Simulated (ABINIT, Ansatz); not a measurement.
# Quasiparticle gap of SnF4 (I4/mmm) in ABINIT

Wanted: ground state, empty states, screening and self-energy for SnF4 (I4/mmm).

Method: PBEsol and many-body steps on it, plane waves, in ABINIT 10.8.3.

### 1. Set-up

It takes space group I4/mmm (No. 139, tetragonal). Conventional cell: a = 4.050 Å, b = 4.050 Å, c = 7.930 Å, α = 90.00°, β = 90.00°, γ = 90.00°. Sn has 6 F at 1.88 to 2.03 Å nearest. Nearest to F lie 1 Sn at 1.88 Å. F has 2 Sn at 2.03 Å nearest. Farther neighbours and most contacts between anions are not listed.

The cell and positions come from the Crystallography Open Database and are kept as given unless a step says otherwise.

### 2. Ground state

This step: ABINIT 10.8.3; DFT, PBEsol, plane waves, norm-conserving pseudopotentials.

The ground-state density comes first.

Input file run.abi:

```
acell 3*1.0 Angstrom
rprim 
  -2.025000000000 2.025000000000 3.965000000000
  2.025000000000 -2.025000000000 3.965000000000
  2.025000000000 2.025000000000 -3.965000000000
ntypat 2
znucl 50 9
natom 5
typat 1 2 2 2 2
xred 
  0.000000000000 0.000000000000 0.000000000000
  0.237000000000 0.237000000000 0.000000000000
  0.763000000000 0.763000000000 0.000000000000
  0.500000000000 0.000000000000 0.500000000000
  0.000000000000 0.500000000000 0.500000000000
pp_dirpath "pseudos"
pseudos "Sn.upf, F.upf"
ecut 38
ngkpt 8 8 8
nshiftk 1
shiftk 0 0 0
kptopt 1
chksymbreak 0
nband 31
occopt 1
tolvrs 1e-10
nstep 60
prtwf 0
optforces 0
optstress 0
indata_prefix "in"
outdata_prefix "out"
tmpdata_prefix "tmp"
```

Started as:

```bash
> OMP_NUM_THREADS=1 mpirun -n 8 abinit run.abi > log
```

Numbers of over 12 decimals in the logs are rounded to 6 here.

Log:

```text
.Version 10.8.3 of ABINIT. v10.8.2 released Aug 2026.

 Symmetries : space group I4/m m m (#139); Bravais tI (body-center tetrag.)
================================================================================
 Values of the parameters that define the memory need of the present run
     intxc =       0    ionmov =       0      iscf =       7    lmnmax =       6
     lnmax =       6     mgfft =      54  mpssoang =       3    mqgrid =    3001
     natom =       5  nloc_mem =       1    nspden =       1   nspinor =       1
    nsppol =       1      nsym =      16    n1xccc =    2501    ntypat =       2
    occopt =       1   xclevel =       2
-    mband =          31        mffmem =           1         mkmem =           8
       mpw =        4937          nfft =      157464          nkpt =          59
================================================================================
  Rough estimation (10% accuracy) of disk space for files :
================================================================================

--------------------------------------------------------------------------------
------------- Echo of variables that govern the present computation ------------
--------------------------------------------------------------------------------
 -outvars: echo values of preprocessed input variables --------
            acell      1.8897261259E+00  1.8897261259E+00  1.8897261259E+00 Bohr

      chksymbreak           0
             ecut      3.80000000E+01 Hartree
-          fftalg         312

              ixc     -116133
              kpt      0.00000000E+00  0.00000000E+00  0.00000000E+00
                       1.25000000E-01  0.00000000E+00  0.00000000E+00
                       2.50000000E-01  0.00000000E+00  0.00000000E+00
                       3.75000000E-01  0.00000000E+00  0.00000000E+00
                       5.00000000E-01  0.00000000E+00  0.00000000E+00
                       1.25000000E-01  1.25000000E-01  0.00000000E+00
                       2.50000000E-01  1.25000000E-01  0.00000000E+00
                       3.75000000E-01  1.25000000E-01  0.00000000E+00
                       5.00000000E-01  1.25000000E-01  0.00000000E+00
   [... 39 further rows ...]
                       5.00000000E-01  5.00000000E-01  2.50000000E-01
                      -3.75000000E-01  5.00000000E-01  2.50000000E-01
                       outvar_i_n : Printing only first  50 k-points.
         kptrlatt        8    0    0      0    8    0      0    0    8
          kptrlen      6.12271265E+01
P           mkmem           8
            natom           5
            nband          31
            ngfft          54      54      54
             nkpt          59
            nstep          60
             nsym          16
           ntypat           2
              occ      2.000000  2.000000  2.000000  2.000000  2.000000  2.000000
                       2.000000  2.000000  2.000000  2.000000  2.000000  2.000000
                       2.000000  2.000000  2.000000  2.000000  2.000000  2.000000
                       2.000000  2.000000  2.000000  2.000000  2.000000  2.000000
                       2.000000  0.000000  0.000000  0.000000  0.000000  0.000000
                       0.000000
        optforces           0
        optstress           0
            prtwf           0
            rprim     -2.0250000000E+00  2.0250000000E+00  3.9650000000E+00
[...]
spgroup         139

           tolvrs      1.00000000E-10

             xred      0.0000000000E+00  0.0000000000E+00  0.0000000000E+00
[...]
znucl       50.00000    9.00000

================================================================================

 chkinp: Checking input parameters for consistency.

================================================================================
== DATASET  1 ==================================================================
-   mpi_nproc: 8, omp_nthreads: 1 (-1 if OMP is not activated)

--- !DatasetInfo
iteration_state: {dtset: 1, }
dimensions: {natom: 5, nkpt: 59, mband: 31, nsppol: 1, nspinor: 1, nspden: 1, mpw: 4937, }
cutoff_energies: {ecut:  38.0, pawecutdg:  -1.0, }
electrons: {nelect:   5.00000000E+01, charge:   0.00000000E+00, occopt:   1.00000000E+00, tsmear:   1.00000000E-02, }

 Real(R)+Recip(G) space primitive vectors, cartesian coordinates (Bohr,Bohr^-1):
 R(1)= -3.8266954  3.8266954  7.4927641  G(1)=  0.0000000  0.1306610  0.0667310
 R(2)=  3.8266954 -3.8266954  7.4927641  G(2)=  0.1306610  0.0000000  0.0667310
 R(3)=  3.8266954  3.8266954 -7.4927641  G(3)=  0.1306610  0.1306610  0.0000000
 Unit cell volume ucvol=  4.3888409E+02 bohr^3
 Angles (23,13,12)=  1.31084689E+02  1.31084689E+02  7.16785604E+01 degrees

 getcut: wavevector=  0.0000  0.0000  0.0000  ngfft=  54  54  54
         ecut(hartree)=     38.000   => boxcut(ratio)=   2.10582

--- Pseudopotential description ------------------------------------------------
- Sn Generated using ONCVPSP code by D. R. Hamann
- 50.00000  22.00000  180301                  znucl, zion, pspdat
12 -116133 2 -1 1628                          pspcod,pspxc,lmax,lloc,mmax
     nproj     2     2     2
  pspatm : epsatm=   27.40034533
         --- l  ekb(1:nproj) -->
[...]
pspatm: atomic psp has been read  and splines computed

- F Generated using ONCVPSP code by D. R. Hamann
-  9.00000   7.00000  180301                  znucl, zion, pspdat
12 -116133 2 -1 832                           pspcod,pspxc,lmax,lloc,mmax
     nproj     2     2     1
  pspatm : epsatm=    4.89824381
         --- l  ekb(1:nproj) -->
[...]
2   -2.394754
 pspatm: atomic psp has been read  and splines computed

   2.34966603E+03                                ecore*ucvol(ha*bohr**3)
--------------------------------------------------------------------------------

_setup2: Arith. and geom. avg. npw (full set) are    4910.451    4910.441

================================================================================

--- !BeginCycle
iteration_state: {dtset: 1, }
solver: {iscf: 7, nstep: 60, nline: 4, wfoptalg: 0, }
tolerances: {tolvrs: 1.00E-10, }

     iter   Etot(hartree)      deltaE(h)  residm     vres2
 ETOT  1  -319.29996293606    -3.193E+02 2.920E-01 1.091E+03
 ETOT  2  -319.59468192097    -2.947E-01 6.568E-02 5.945E+02
 ETOT  3  -319.74065962513    -1.460E-01 8.225E-03 5.810E+01
 ETOT  4  -319.74509101409    -4.431E-03 2.795E-03 7.799E+00
 ETOT  5  -319.74644595748    -1.355E-03 1.411E-03 9.810E-01
 ETOT  6  -319.74655979622    -1.138E-04 5.322E-04 1.100E-01
 ETOT  7  -319.74657294168    -1.315E-05 2.416E-04 5.828E-03
 ETOT  8  -319.74657344073    -4.991E-07 1.769E-04 2.985E-04
 ETOT  9  -319.74657345203    -1.130E-08 1.370E-04 1.583E-05
 ETOT 10  -319.74657345258    -5.508E-10 1.226E-04 2.553E-07
 ETOT 11  -319.74657345260    -1.921E-11 9.064E-05 2.544E-08
 ETOT 12  -319.74657345260     4.604E-12 7.091E-05 9.718E-10
 ETOT 13  -319.74657345260    -9.663E-13 4.922E-05 2.558E-11

 At SCF step   13       vres2   =  2.56E-11 < tolvrs=  1.00E-10 =>converged.

--- !ResultsGS
iteration_state: {dtset: 1, }
comment   : Summary of ground state results
lattice_vectors:
- [ -3.8266954,   3.8266954,   7.4927641, ]
- [  3.8266954,  -3.8266954,   7.4927641, ]
- [  3.8266954,   3.8266954,  -7.4927641, ]
lattice_lengths: [   9.24277,    9.24277,    9.24277, ]
lattice_angles: [131.085, 131.085,  71.679, ] # degrees, (23, 13, 12)
lattice_volume:   4.3888409E+02
convergence: {deltae: -9.663E-13, res2:  2.558E-11, residm:  4.922E-05, diffor:  0.000E+00, }
etotal    :  -3.19746573E+02
entropy   :   0.00000000E+00
fermie    :   2.47349154E-02
cartesian_stress_tensor: null
pressure_GPa: null
xred      :
- [  0.0000E+00,   0.0000E+00,   0.0000E+00, Sn]
- [  2.3700E-01,   2.3700E-01,   7.7149E-19,  F]
- [  7.6300E-01,   7.6300E-01,   2.4837E-18,  F]
- [  5.0000E-01,  -2.2708E-18,   5.0000E-01,  F]
- [ -2.2708E-18,   5.0000E-01,   5.0000E-01,  F]
cartesian_forces: null
force_length_stats: {min: null, max: null, mean: null, }

 Integrated electronic density in atomic spheres:
 ------------------------------------------------
 Atom  Sphere_radius  Integrated_density
[...]
================================================================================

 ----iterations are completed or convergence reached----

 Mean square residual over all n,k,spin=   78.527E-09; max=  49.221E-06
 reduced coordinates (array xred) for    5 atoms
       0.000000000000      0.000000000000      0.000000000000
       0.237000000000      0.237000000000      0.000000000000
       0.763000000000      0.763000000000      0.000000000000
       0.500000000000     -0.000000000000      0.500000000000
      -0.000000000000      0.500000000000      0.500000000000
 rms dE/dt=  0.0000E+00; max dE/dt=  0.0000E+00; dE/dt below (all hartree)
    1       0.000000000000      0.000000000000      0.000000000000
    2       0.000000000000      0.000000000000      0.000000000000
    3       0.000000000000      0.000000000000      0.000000000000
    4       0.000000000000      0.000000000000      0.000000000000
    5       0.000000000000      0.000000000000      0.000000000000

 cartesian coordinates (angstrom) at end:
    1      0.000000     0.000000     0.000000
    2      0.000000    -0.000000     1.879410
    3      0.000000    -0.000000     6.050590
    4      0.000000     2.025000    -0.000000
    5      2.025000     0.000000    -0.000000
 length scales=  1.889726125908  1.889726125908  1.889726125908 bohr
              =  1.000000000000  1.000000000000  1.000000000000 angstroms
 prteigrs : about to open file out_EIG
 Fermi (or HOMO) energy (hartree) =   0.02473   Average Vxc (hartree)=  -0.37283
 Eigenvalues (hartree) for nkpt=  59  k points:
 kpt#   1, nband= 31, wtk=  0.00195, kpt=  0.0000  0.0000  0.0000 (reduced coord)
  -4.63945   -3.01898   -3.01898   -3.01206   -0.79210   -0.78767   -0.76429   -0.70140
  -0.67717   -0.67316   -0.67316   -0.62521   -0.60406   -0.17473   -0.17473   -0.11870
  -0.09093   -0.05283   -0.05283   -0.05070   -0.02137   -0.02010   -0.02010    0.01600
   0.01600    0.15013    0.45268    0.49123    0.49123    0.53938    0.57788
 prteigrs : prtvol=0 or 1, do not print more k-points.

--- !EnergyTerms
iteration_state     : {dtset: 1, }
comment             : Components of total free energy in Hartree
kinetic             :  1.42011935962662E+02
hartree             :  1.14791516949368E+02
xc                  : -4.85838880793707E+01
Ewald energy        : -1.69798951037817E+02
psp_core            :  5.35372793918297E+00
local_psp           : -3.46548125830939E+02
non_local_psp       : -1.69727893556837E+01
total_energy        : -3.19746573452598E+02
total_energy_eV     : -8.70074751104758E+03
band_energy         : -4.14435879535882E+01

== END DATASET(S) ==============================================================
================================================================================

 -outvars: echo values of variables after computation  --------
           etotal     -3.1974657345E+02
            nband          31
             nkpt          59
          spgroup         139
 [... the other variables as echoed above ...]

 Calculation completed.
```

Run time: 2.3 min. Hardware: 8 MPI ranks of Arm Neoverse N1, shared host; peak memory 0.97 GiB.

This step gave:

- total energy: -8700.7475 eV
- gap: 3.412 eV
- k of the valence top: 0.5, 0.5, 0
- k of the conduction bottom: 0, 0, 0
- least direct gap: 3.650 eV

The gap is indirect, with the least direct gap 0.24 eV higher.

[end of part 1 of 3]

[Paths, hosts, dates, memory and timing lines, banners, echoed tables and standing remarks are left out of the program output.]

[Logs are printed without paths, hosts, clocks, repeated set-up lines and the standing remarks that a program may print on its own settings, such as how far it seeks lower states.]

[Runs of the session that timed out or met a known fault of the program may be left out.]

[Hosts, paths, dates, database ids (printed as entryN), source tags and the programs' standing remarks are cut or masked in the printed files.]

[G0W0 gaps are taken among the corrected bands and points alone; a level outside them can change the order at an edge.]

[Where Ansatz stands beside ABINIT at settings called matched, ABINIT's density can come from a denser mesh and the files from another edition; pairs whose starting gaps differed by over 0.03 eV were left out, so agreement reads better than it is.]
